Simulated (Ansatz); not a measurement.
An input for Ansatz 0.2.0 (CdF2 (fluorite (111) film, 2 layers)):

```yaml
crystal:
  lattice:
    - [3.809891337, 0.0, 0.0]
    - [-1.9049456685, 3.2994626835, 0.0]
    - [0.0, 0.0, 32.1]
  atoms:
    - { symbol: F, position: [0.6666666667, 0.3333333333, 0.5239736526] }
    - { symbol: Cd, position: [0.0, 0.0, 0.5466191517] }
    - { symbol: F, position: [0.3333333333, 0.6666666667, 0.5690935133] }
    - { symbol: F, position: [0.3333333333, 0.6666666667, 0.4309064867] }
    - { symbol: Cd, position: [0.6666666667, 0.3333333333, 0.4533808483] }
    - { symbol: F, position: [0.0, 0.0, 0.4760263474] }
  periodic: [true, true, false]
kpoints:
  mp_grid: { grid: [6, 6, 1] }
hamiltonian:
  xc: lda
scf:
  occupations: { method: fixed }
gw:
  n_empty_bands: 197
  ecut_chi: 36
  qp_bands: [v2, c2]
  qp_kpoints: band_edges
  screening: { model: contour_deformation }
```

```sh
ansatz run input.yaml --threads 8 --pin off --max-ram 17510MiB --backend cpu --events-out ev --progress --plain --runs-dir out
```

Q: Estimate wall time and host memory on 8 threads of Arm Neoverse V1, shared host.

It took 36 s; on shared hardware allow 18 s to 72 s. Peak host memory was 2.1 GiB. The sizes that set the cost: 7871 plane waves a state, 7 irreducible k points, 231 bands summed, 181 plane waves in the screening and 8 SCF cycles.

The screening grows as filled bands × empty bands × pairs of k points, times the square of the screening basis for the matrix.

[Paths, hosts, dates, memory and timing lines, banners, echoed tables and standing remarks are left out of the program output.]

[Logs are printed without paths, hosts, clocks, repeated set-up lines and the standing remarks that a program may print on its own settings, such as how far it seeks lower states.]

[Runs of the session that timed out or met a known fault of the program may be left out.]

[Cells called generated may have been cut or substituted from an entry of the Crystallography Open Database or the Materials Project.]

[Hosts, paths, dates, database ids (printed as entryN), source tags and the programs' standing remarks are cut or masked in the printed files.]
